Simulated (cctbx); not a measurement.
# Reading a Patterson map

Space group Cmcm (no. 63), a = 13.1570 Å, b = 8.9320 Å, c = 9.0830 Å, α = 90.00°, β = 90.00°, γ = 90.00°, content W4 Eu12 S28.

Simulated single-crystal data (cctbx): Cu Kα, λ = 1.54184 Å, to d = 0.83 Å, 50 % of the full sphere, strongest reflection 20000 counts, noise from counting, a 4 % proportional error and a noise floor of 4 counts (s.d.); no absorption.

Patterson synthesis from sharpened amplitudes, origin scaled to 1000:

```text
Patterson group C m m m
      u       v       w   height  length (A)
  0.000   0.000   0.000   1000.0     0.00
  0.000   0.000   0.500    554.0     4.54
  0.000   0.500   0.500    495.7     6.37
  0.000   0.500   0.000    476.8     4.47
  0.222   0.200   0.250    231.4     4.11
  0.000   0.394   0.500    178.2     5.75
  0.224   0.301   0.250    169.8     4.59
  0.141   0.500   0.268    121.5     5.41
  0.061   0.097   0.500    104.2     4.69
  0.138   0.181   0.500     83.3     5.15
  0.093   0.000   0.287     65.6     2.88
  0.140   0.205   0.000     63.6     2.60
  0.000   0.070   0.239     55.6     2.26
  0.151   0.118   0.205     53.4     2.92
```

**Question.** Which atom pairs make the peaks, and where is the heaviest atom?

A peak at u stands for all pairs with xi − xj = u, with weight Σ ZiZj against Σ Z² = 76700 at the origin. Peak heights follow these weights only roughly, since form factors, motion and series ripples differ, all vectors within 0.55 Å of a peak are counted as merged into it though the farther ones add only part of their weight, and F(000) is left out, which lowers the whole map:

| u | v | w | shortest length (Å) | height | 1000 ΣZiZj/ΣZ² | pairs in the cell |
| --- | --- | --- | --- | --- | --- | --- |
| 0.000 | 0.000 | 0.500 | 4.54 | 554 | 493 | 4 × W–W, 4 × Eu–Eu |
| 0.000 | 0.500 | 0.500 | 6.37 | 496 | 486 | 8 × W–Eu |
| 0.000 | 0.500 | 0.000 | 4.47 | 477 | 486 | 8 × W–Eu |
| 0.222 | 0.200 | 0.250 | 4.11 | 231 | 256 | 4 × W–Eu, 4 × S–S |
| 0.000 | 0.394 | 0.500 | 5.75 | 178 | 234 | 4 × Eu–Eu, 8 × S–S |
| 0.224 | 0.301 | 0.250 | 4.59 | 170 | 207 | 4 × Eu–Eu |
| 0.141 | 0.500 | 0.268 | 5.31 | 122 | 229 | 8 × W–S, 8 × Eu–S |
| 0.061 | 0.097 | 0.500 | 4.69 | 104 | 103 | 2 × Eu–Eu |
| 0.138 | 0.181 | 0.500 | 5.15 | 83 | 176 | 8 × W–S, 4 × Eu–S |
| 0.093 | 0.000 | 0.287 | 2.88 | 66 | 105 | 8 × Eu–S |

The table stops at ten peaks or at a height of 45, below which ripples compete. In the model behind the data W, the heaviest element, has 1 independent site: (1/2, 0, 1/2), up to an allowed shift of origin; the W–W vectors are differences of these positions and their symmetry mates. Elements of similar Z can't be told apart from the map alone. The whole model:

| atom | mult. | x | y | z | Ueq (Å²) |
| --- | --- | --- | --- | --- | --- |
| W1 | 4 | 1/2 | 0 | 1/2 | 0.0068 |
| Eu1 | 8 | 0.2785 | 0.7987 | 1/4 | 0.0089 |
| Eu2 | 4 | 0 | 0 | 1/2 | 0.0082 |
| S1 | 4 | 1/2 | 0.0791 | 3/4 | 0.0136 |
| S2 | 8 | 0.8722 | 0.0335 | 1/4 | 0.0172 |
| S3 | 16 | 0.6303 | 0.1848 | 0.4630 | 0.0151 |

The model was made for the exercise: a known structure type with other elements put in, its volume estimated, not relaxed; displacement parameters are assumed.

[Logs are printed without paths, hosts, clocks, repeated set-up lines and the standing remarks that a program may print on its own settings, such as how far it seeks lower states.]
